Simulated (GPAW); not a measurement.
# A GW chain in GPAW: P2Ir (P2_1/c)

Wanted: ground state, empty states, screening and self-energy for P2Ir (P2_1/c).

Program: GPAW 26.7.0. Level of theory: LDA and many-body steps on it, plane waves. Results are calculated unless marked as measured.

This is a report of a sequence of runs, with most program output left out.

**1. The starting structure**

Symmetry: P2_1/c, No. 14, monoclinic system. Conventional cell: a = 5.772 Å, b = 5.807 Å, c = 5.872 Å, α = 90.00°, β = 111.25°, γ = 90.00°. Nearest to P lie 1 P at 2.22 Å and 3 Ir at 2.41 to 2.42 Å. P has 1 P at 2.22 Å and 3 Ir at 2.33 to 2.35 Å nearest. Nearest to Ir lie 6 P at 2.33 to 2.42 Å. Farther neighbours are not listed.

The cell and positions are those that the Materials Project relaxed with its own functionals (PBE, PBE+U or r2SCAN), kept fixed. Spin-orbit coupling is left out unless a step names it.

**2. Ground state**

This step: GPAW 26.7.0; DFT, LDA, plane waves, PAW.

The ground-state density comes first.

Input file run.py:

```python
import json
import numpy as np
from gpaw.mpi import world
from ase import Atoms
from gpaw import GPAW, PW, FermiDirac

atoms = Atoms(['P', 'P', 'P', 'P', 'P', 'P', 'P', 'P', 'Ir', 'Ir', 'Ir', 'Ir'],
    cell=[[5.7723350975, 0.0000000000, 0.0000000000],
      [0.0000000000, 5.8067315100, 0.0000000000],
      [-2.1284997265, 0.0000000000, 5.4731408836]],
    scaled_positions=[[0.1580067000, 0.8818818600, 0.8702877200],
      [0.8419933000, 0.3818818600, 0.6297122800],
      [0.8419933000, 0.1181181400, 0.1297122800],
      [0.1580067000, 0.6181181400, 0.3702877200],
      [0.3343229900, 0.3772052700, 0.1885463900],
      [0.6656770100, 0.8772052700, 0.3114536100],
      [0.6656770100, 0.6227947300, 0.8114536100],
      [0.3343229900, 0.1227947300, 0.6885463900],
      [0.2718664100, 0.4988304100, 0.7915786900],
      [0.7281335900, 0.9988304100, 0.7084213100],
      [0.7281335900, 0.5011695900, 0.2084213100],
      [0.2718664100, 0.0011695900, 0.2915786900]],
    pbc=(True, True, True))
calc = GPAW(mode=PW(450),
    xc='LDA',
    kpts={'size': (4, 4, 4), 'gamma': True},
    occupations=FermiDirac(0.001),
    nbands=-12,
    convergence={'density': 1e-6, 'bands': -3},
    maxiter=100,
    txt='gs.txt')
atoms.calc = calc
res = {'energy': atoms.get_potential_energy(), 'forces': atoms.get_forces(), 'stress': atoms.get_stress()}
kpts = calc.get_ibz_k_points()
res['kpts'] = kpts
res['eigenvalues'] = [calc.get_eigenvalues(kpt=k) for k in range(len(kpts))]
res['n_electrons'] = calc.get_number_of_electrons()
calc.write('gs.gpw')

if world.rank == 0:
    with open('result.json', 'w') as f:
        json.dump(res, f, default=lambda x: x.tolist())
```

Command:

```bash
mpirun -n 8 gpaw python run.py
```

Elapsed: 64 s, on 8 MPI ranks of Arm Neoverse V2, shared host; peak memory 1.7 GiB; 8.5 min of CPU time.

This step gave:

- total energy: -101.1730 eV
- gap: 0.6092 eV
- k of the valence top: 0.5, 0.5, 0.5
- k of the conduction bottom: 0, 0, 0
- least direct gap: 1.517 eV
- pressure: -6.463 GPa

The gap is indirect, with the least direct gap 0.91 eV higher. The pressure of -6 GPa says that this functional would shrink the cell; it is kept.

**3. Bands along the symmetry lines**

The cheap functional maps the bands first; the places of the edges decide which points the dearer methods must see.

Input file run.py:

```python
import json
import numpy as np
from gpaw.mpi import world
from gpaw import GPAW

path = [[0.000000, 0.000000, 0.000000],
    [0.000000, 0.062500, 0.000000],
    [0.000000, 0.125000, 0.000000],
    [0.000000, 0.187500, 0.000000],
    [0.000000, 0.250000, 0.000000],
    [0.000000, 0.312500, 0.000000],
    [0.000000, 0.375000, 0.000000],
    [0.000000, 0.437500, 0.000000],
    [0.000000, 0.500000, 0.000000],
    [0.000000, 0.500000, 0.062500],
    [0.000000, 0.500000, 0.125000],
    [0.000000, 0.500000, 0.187500],
    [0.000000, 0.500000, 0.250000],
    [0.000000, 0.500000, 0.312500],
    [0.000000, 0.500000, 0.375000],
    [0.000000, 0.500000, 0.437500],
    [0.000000, 0.500000, 0.500000],
    [0.000000, 0.437500, 0.500000],
    [0.000000, 0.375000, 0.500000],
    [0.000000, 0.312500, 0.500000],
    [0.000000, 0.250000, 0.500000],
    [0.000000, 0.187500, 0.500000],
    [0.000000, 0.125000, 0.500000],
    [0.000000, 0.062500, 0.500000],
    [0.000000, 0.000000, 0.500000],
    [0.000000, 0.000000, 0.437500],
    [0.000000, 0.000000, 0.375000],
    [0.000000, 0.000000, 0.312500],
    [0.000000, 0.000000, 0.250000],
    [0.000000, 0.000000, 0.187500],
    [0.000000, 0.000000, 0.125000],
    [0.000000, 0.000000, 0.062500],
    [0.000000, 0.000000, 0.000000],
    [-0.062500, 0.000000, 0.062500],
    [-0.125000, 0.000000, 0.125000],
    [-0.187500, 0.000000, 0.187500],
    [-0.250000, 0.000000, 0.250000],
    [-0.312500, 0.000000, 0.312500],
    [-0.375000, 0.000000, 0.375000],
    [-0.437500, 0.000000, 0.437500],
    [-0.500000, 0.000000, 0.500000],
    [-0.500000, 0.062500, 0.500000],
    [-0.500000, 0.125000, 0.500000],
    [-0.500000, 0.187500, 0.500000],
    [-0.500000, 0.250000, 0.500000],
    [-0.500000, 0.312500, 0.500000],
    [-0.500000, 0.375000, 0.500000],
    [-0.500000, 0.437500, 0.500000],
    [-0.500000, 0.500000, 0.500000],
    [-0.437500, 0.500000, 0.437500],
    [-0.375000, 0.500000, 0.375000],
    [-0.312500, 0.500000, 0.312500],
    [-0.250000, 0.500000, 0.250000],
    [-0.187500, 0.500000, 0.187500],
    [-0.125000, 0.500000, 0.125000],
    [-0.062500, 0.500000, 0.062500],
    [0.000000, 0.500000, 0.000000],
    [-0.062500, 0.500000, 0.000000],
    [-0.125000, 0.500000, 0.000000],
    [-0.187500, 0.500000, 0.000000],
    [-0.250000, 0.500000, 0.000000],
    [-0.312500, 0.500000, 0.000000],
    [-0.375000, 0.500000, 0.000000],
    [-0.437500, 0.500000, 0.000000],
    [-0.500000, 0.500000, 0.000000],
    [-0.500000, 0.437500, 0.000000],
    [-0.500000, 0.375000, 0.000000],
    [-0.500000, 0.312500, 0.000000],
    [-0.500000, 0.250000, 0.000000],
    [-0.500000, 0.187500, 0.000000],
    [-0.500000, 0.125000, 0.000000],
    [-0.500000, 0.062500, 0.000000],
    [-0.500000, 0.000000, 0.000000],
    [-0.437500, 0.000000, 0.000000],
    [-0.375000, 0.000000, 0.000000],
    [-0.312500, 0.000000, 0.000000],
    [-0.250000, 0.000000, 0.000000],
    [-0.187500, 0.000000, 0.000000],
    [-0.125000, 0.000000, 0.000000],
    [-0.062500, 0.000000, 0.000000],
    [0.000000, 0.000000, 0.000000]]
calc = GPAW('gs.gpw').fixed_density(kpts=path,
    symmetry='off',
    nbands=60,
    convergence={'bands': 56},
    txt='bands.txt')
res = {}
kpts = calc.get_ibz_k_points()
res['kpts'] = kpts
res['eigenvalues'] = [calc.get_eigenvalues(kpt=k) for k in range(len(kpts))]
res['n_electrons'] = calc.get_number_of_electrons()

if world.rank == 0:
    with open('result.json', 'w') as f:
        json.dump(res, f, default=lambda x: x.tolist())
```

Command:

```bash
mpirun -n 8 gpaw python run.py
```

Run time: 87 s. Hardware: 8 MPI ranks; peak memory 2.2 GiB; 12 min of CPU time.

This step gave:

```yaml
gap: 0.6092 eV
k_of_the_valence_top: -0.5, 0.5, 0.5
k_of_the_conduction_bottom: 0, 0, 0
least_direct_gap: 1.517 eV
```

The gap is 0.609 eV, as in the run before at this level.

The electronic bands at the labelled points (eV, zero at the top of the highest filled band):

| point | band 47 | band 48 | band 49 | band 50 | band 51 | band 52 | band 53 | band 54 |
| --- | --- | --- | --- | --- | --- | --- | --- | --- |
| Γ | -2.02 | -1.61 | -1.42 | -1.30 | 0.61 | 1.41 | 2.35 | 2.73 |
| halfway | -1.45 | -1.30 | -1.17 | -0.94 | 0.81 | 1.50 | 2.39 | 2.67 |
| Z | -1.09 | -1.09 | -0.55 | -0.55 | 1.27 | 1.27 | 2.59 | 2.59 |
| halfway | -1.22 | -1.22 | -0.52 | -0.52 | 1.23 | 1.23 | 2.74 | 2.74 |
| D | -1.19 | -1.19 | -0.12 | -0.12 | 1.40 | 1.40 | 2.09 | 2.09 |
| halfway | -1.19 | -1.19 | -0.64 | -0.64 | 1.35 | 1.35 | 1.93 | 1.93 |
| B | -1.83 | -1.83 | -0.46 | -0.46 | 1.35 | 1.35 | 2.06 | 2.06 |
| halfway | -1.84 | -1.76 | -1.19 | -0.85 | 0.88 | 1.38 | 2.34 | 2.45 |
| Γ | -2.02 | -1.61 | -1.42 | -1.30 | 0.61 | 1.41 | 2.35 | 2.73 |
| halfway | -1.63 | -1.38 | -1.16 | -0.83 | 1.01 | 2.00 | 2.36 | 2.48 |
| A | -0.86 | -0.86 | -0.74 | -0.74 | 2.35 | 2.35 | 2.41 | 2.41 |
| halfway | -1.17 | -1.17 | -0.59 | -0.59 | 2.02 | 2.02 | 2.34 | 2.34 |
| E | -0.78 | -0.78 | 0.00 | 0.00 | 1.63 | 1.63 | 2.37 | 2.37 |
| halfway | -1.06 | -1.06 | -0.80 | -0.80 | 1.65 | 1.65 | 2.57 | 2.57 |
| Z | -1.09 | -1.09 | -0.55 | -0.55 | 1.27 | 1.27 | 2.59 | 2.59 |
| halfway | -1.02 | -1.02 | -0.82 | -0.82 | 1.34 | 1.34 | 2.73 | 2.73 |
| C2 | -0.97 | -0.97 | -0.22 | -0.22 | 1.63 | 1.63 | 1.85 | 1.85 |
| halfway | -1.27 | -1.07 | -0.56 | -0.21 | 1.45 | 1.73 | 2.00 | 2.04 |
| Y2 | -1.62 | -1.56 | -0.30 | -0.08 | 1.45 | 1.77 | 2.10 | 2.25 |
| halfway | -1.71 | -1.63 | -1.13 | -0.88 | 1.07 | 1.61 | 2.27 | 2.66 |
| Γ | -2.02 | -1.61 | -1.42 | -1.30 | 0.61 | 1.41 | 2.35 | 2.73 |

**4. Empty states on the mesh, 4×2×4 mesh, 228 bands**

The sums over transitions need many empty states on a uniform mesh; this step solves for them.

Input file run.py:

```python
import json
import numpy as np
from gpaw.mpi import world
from gpaw import GPAW

calc = GPAW('gs.gpw').fixed_density(kpts={'size': (4, 2, 4), 'gamma': True},
    nbands=266,
    convergence={'bands': 228},
    update_fermi_level=True,
    txt='nscf.txt')
calc.write('full.gpw', mode='all')
res = {}
kpts = calc.get_ibz_k_points()
res['kpts'] = kpts
res['eigenvalues'] = [calc.get_eigenvalues(kpt=k) for k in range(len(kpts))]
res['n_electrons'] = calc.get_number_of_electrons()

if world.rank == 0:
    with open('result.json', 'w') as f:
        json.dump(res, f, default=lambda x: x.tolist())
```

Command:

```bash
mpirun -n 8 gpaw python run.py
```

Run time: 2.5 min. Hardware: 8 MPI ranks; peak memory 2 GiB.

This step gave:

- gap: 0.6092 eV
- k of the valence top: 0.5, 0.5, 0.5
- k of the conduction bottom: 0, 0, 0
- least direct gap: 1.517 eV
- k points computed: 20
- lowest point of the top converged band, above the valence top: 46.23 eV

On this mesh the gap is 0.609 eV.

**5. Screening and self-energy, 4×2×4 mesh, 218 bands, screening to 65 eV**

G0W0 replaces the xc potential by the self-energy, built once from these orbitals. Only a window of levels is corrected, while the sums run over the empty bands that the input names.

This step: G0W0 on LDA, plane waves, PAW.

Input file run.py:

```python
import json
import numpy as np
from gpaw.mpi import world
from gpaw.response.g0w0 import G0W0

gw = G0W0('full.gpw',
    filename='gw',
    kpts=[0, 5, 19],
    bands=(48, 52),
    ecut=65,
    nbands=218,
    integrate_gamma='WS',
    ppa=True)
gw.calculate()
res = {mode: {k: v for k, v in r.items() if k != 'sigma_eskwn'}
       for mode, r in gw.all_results.items()}

if world.rank == 0:
    with open('result.json', 'w') as f:
        json.dump(res, f, default=lambda x: x.tolist())
```

Command:

```bash
mpirun -n 8 gpaw python run.py
```

Wall time 4.6 min (8 MPI ranks); peak memory 3.8 GiB.

This step gave:

```
G0W0 gap on the points computed              : 1.246 eV
least direct G0W0 gap on the computed points : 2.099 eV
Z at the valence top                         : 0.8029
Z at the conduction bottom                   : 0.7946
starting gap on the mesh                     : 0.6092 eV
k of the valence top                         : 0.5, 0.5, 0.5
k of the conduction bottom                   : 0, 0, 0
```

The gap on the mesh goes from 0.61 eV to 1.25 eV, a correction of +0.64 eV.

Limits: finite bands, cutoff and mesh; no spin polarisation; d states lean on the start; no spin-orbit coupling; coarse k mesh. v1 is the top filled band, c1 the lowest empty one. The levels before and after the correction (eV, zero at the valence-band top of each column):

|  | conduction bottom | valence top |
| --- | --- | --- |
| Kohn-Sham | 0.61 | 0.00 |
| G0W0 | 1.25 | 0.00 |

|  | level | energy (eV) |
| --- | --- | --- |
| Kohn-Sham | Γ v2 | -1.422 |
| Kohn-Sham | Γ v1 | -1.299 |
| Kohn-Sham | Γ c1 | 0.609 |
| Kohn-Sham | Γ c2 | 1.413 |
| Kohn-Sham | (0.5 0.5 0.5) v2-v1 | 0.000 |
| Kohn-Sham | (0.5 0.5 0.5) c1-c2 | 1.628 |
| G0W0 | Γ v2 | -1.120 |
| G0W0 | Γ v1 | -1.014 |
| G0W0 | Γ c1 | 1.246 |
| G0W0 | Γ c2 | 1.870 |
| G0W0 | (0.5 0.5 0.5) v2-v1 | 0.000 |
| G0W0 | (0.5 0.5 0.5) c1-c2 | 2.437 |

**6. Where the time went**

Times are wall times on 8 MPI ranks of Arm Neoverse V2, shared host, good to a factor of about two.

| step | time | share | memory (GiB) |
| --- | --- | --- | --- |
| ground state | 64 s | 11 % | 1.7 |
| bands along the symmetry lines | 87 s | 15 % | 2.2 |
| empty states on the mesh | 2.5 min | 26 % | 2.0 |
| screening and self-energy | 4.6 min | 48 % | 3.8 |

**7. Results**

```json
{
  "LDA gap": "0.61 eV, indirect",
  "G0W0 gap on the mesh": "1.25 eV",
  "GW settings": "4×2×4 mesh, 218 bands, screening to 65 eV, Godby-Needs plasmon pole",
  "known limits": "not at the basis limit; no spin polarisation; d states lean on the start; no spin-orbit coupling; coarse k mesh"
}
```

**Reading.** G0W0 moves the gap on the mesh from 0.61 eV to 1.25 eV (+0.64 eV), with Z of 0.80 and 0.79 at the edges. Only 3 of the mesh's irreducible points were corrected, so a valley elsewhere could overtake. The dearest step here is «screening and self-energy». Bands and cutoff are finite, so the gap is not at the basis limit. The miss can reach some tenths of an eV and take either sign; the mesh is an error of its own. These stock PAW sets were not made for GW. In the G0W0 run levels were corrected at 3 k points alone, so a gap called «on the mesh» is the least over those, and an edge elsewhere would be missed. The 4×2×4 mesh is coarse for this cell, which bears on the long-range parts of exchange and screening. The runs have no spin polarisation. For a closed low-spin shell that is the natural state; where a d or f shell is open it is a constraint, and the gap is then not the crystal's own. With d states at the gap, one-shot GW leans hard on its start. The many-body steps are scalar-relativistic: spin-orbit coupling is not in them.

[Paths, hosts, dates, memory and timing lines, banners, echoed tables and standing remarks are left out of the program output.]

[Logs are printed without paths, hosts, clocks, repeated set-up lines and the standing remarks that a program may print on its own settings, such as how far it seeks lower states.]

[Runs of the session that timed out or met a known fault of the program may be left out.]

[Hosts, paths, dates, database ids (printed as entryN), source tags and the programs' standing remarks are cut or masked in the printed files.]
